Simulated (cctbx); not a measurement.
# Accept or mend?

Cell a = 7.4080 Å, b = 13.5010 Å, c = 7.8040 Å, α = 90.00°, β = 117.80°, γ = 90.00°; space group P2_1/m (no. 11). The compound is Na5Li2Al2Sb5.

The data are simulated with cctbx, not measured: Cu Kα, λ = 1.54184 Å, to d = 0.83 Å, 70 % of the full sphere, strongest reflection 70000 counts, noise from counting, a 1.5 % proportional error and a noise floor of 4 counts (s.d.); no absorption.

An anisotropic refinement with weights 1/σ² prints:

```text
Rint 0.014, 1304 unique reflections to 0.83 A
cycle     R1     wR2    GooF  max shift (A)
   1  0.0104  0.0239   1.206   0.00402
   3  0.0092  0.0215   1.083   0.00028
final R1 0.0092 wR2 0.0215 GooF 1.083  parameters 69  data/parameter 18.9
atom        x        y        z      Ueq    occ   su(xyz)  su(Uiso or U11)
Sb1    0.62949  0.42059  0.85418   0.0065  1.000  0.00002  0.0001
Sb2    0.36085  0.25000  0.17267   0.0067  1.000  0.00003  0.0001
Sb3    0.92870  0.39918  0.46181   0.0070  1.000  0.00002  0.0001
Al1    0.43751  0.58811  0.84762   0.0102  1.000  0.00010  0.0003
Na1    0.30372  0.42703  0.40732   0.0096  1.000  0.00013  0.0004
Na2    0.07184  0.42016  0.88078   0.0087  1.000  0.00013  0.0004
Na3    0.30387  0.25000  0.74229   0.0083  1.000  0.00017  0.0006
Li1    0.07806  0.75000  0.84744   0.0152  1.000  0.00084  0.0027
Li2    0.69677  0.25000  0.59643   0.0156  1.000  0.00084  0.0027
difference map: max 0.39 min -0.37 rms 0.09
Q1    0.4722  0.2500  0.1001    2    0.39  1.20 A from Sb2
Q2    0.2951  0.7119  0.5602    4    0.38  1.35 A from Li2
Q3    0.4678  0.0776  0.7261    4    0.36  1.15 A from Sb1
Q4    0.2710  0.2500  0.3847    2    0.35  2.05 A from Sb2
Q5    0.0499  0.2500  0.8594    2    0.34  2.30 A from Na2
Q6    0.3052  0.5810  0.4614    4    0.33  2.10 A from Sb3
```

**Question.** Can this result stand? If not, what is the likely fault?

Mend it. The fault: anomalous dispersion left out. Against the right model at the same level, R1 goes from 0.0082 to 0.0092 and GooF from 0.94 to 1.08. No atom is wrong: without f′ and f″ the atoms near an edge get the wrong scattering power, which U and the scale absorb. The signs are weak, and the output alone doesn't single this fault out.

The compound is Na5Li2Al2Sb5. The right model at the same level gives:

```text
Rint 0.014, 1304 unique reflections to 0.83 A
cycle     R1     wR2    GooF  max shift (A)
   1  0.0083  0.0189   0.952   0.00147
   2  0.0082  0.0186   0.936   0.00015
final R1 0.0082 wR2 0.0186 GooF 0.936  parameters 69  data/parameter 18.9
atom        x        y        z      Ueq    occ   su(xyz)  su(Uiso or U11)
Sb1    0.62949  0.42059  0.85418   0.0071  1.000  0.00002  0.0001
Sb2    0.36086  0.25000  0.17267   0.0073  1.000  0.00002  0.0001
Sb3    0.92872  0.39918  0.46182   0.0076  1.000  0.00002  0.0001
Al1    0.43753  0.58810  0.84759   0.0112  1.000  0.00009  0.0003
Na1    0.30368  0.42699  0.40742   0.0102  1.000  0.00011  0.0004
Na2    0.07187  0.42013  0.88078   0.0093  1.000  0.00011  0.0004
Na3    0.30395  0.25000  0.74240   0.0088  1.000  0.00015  0.0005
Li1    0.07782  0.75000  0.84671   0.0134  1.000  0.00072  0.0023
Li2    0.69724  0.25000  0.59628   0.0142  1.000  0.00073  0.0023
difference map: max 0.32 min -0.40 rms 0.08
Q1    0.2927  0.7137  0.5572    4    0.34  1.33 A from Li2
Q2    0.3053  0.5802  0.4510    4    0.33  2.10 A from Na1
Q3    0.2625  0.2500  0.3816    2    0.31  2.07 A from Sb2
Q4    0.4814  0.2500  0.1208    2    0.30  1.14 A from Sb2
Q5    0.3618  0.1850  0.6739    4    0.29  1.21 A from Na3
Q6    0.2241  0.5639  0.0263    4    0.29  1.07 A from Sb1
```

The model was made for the exercise: a known structure type with other elements put in, its volume estimated, not relaxed; displacement parameters are assumed.

[Middle refinement cycles are left out of these outputs.]

[Logs are printed without paths, hosts, clocks, repeated set-up lines and the standing remarks that a program may print on its own settings, such as how far it seeks lower states.]
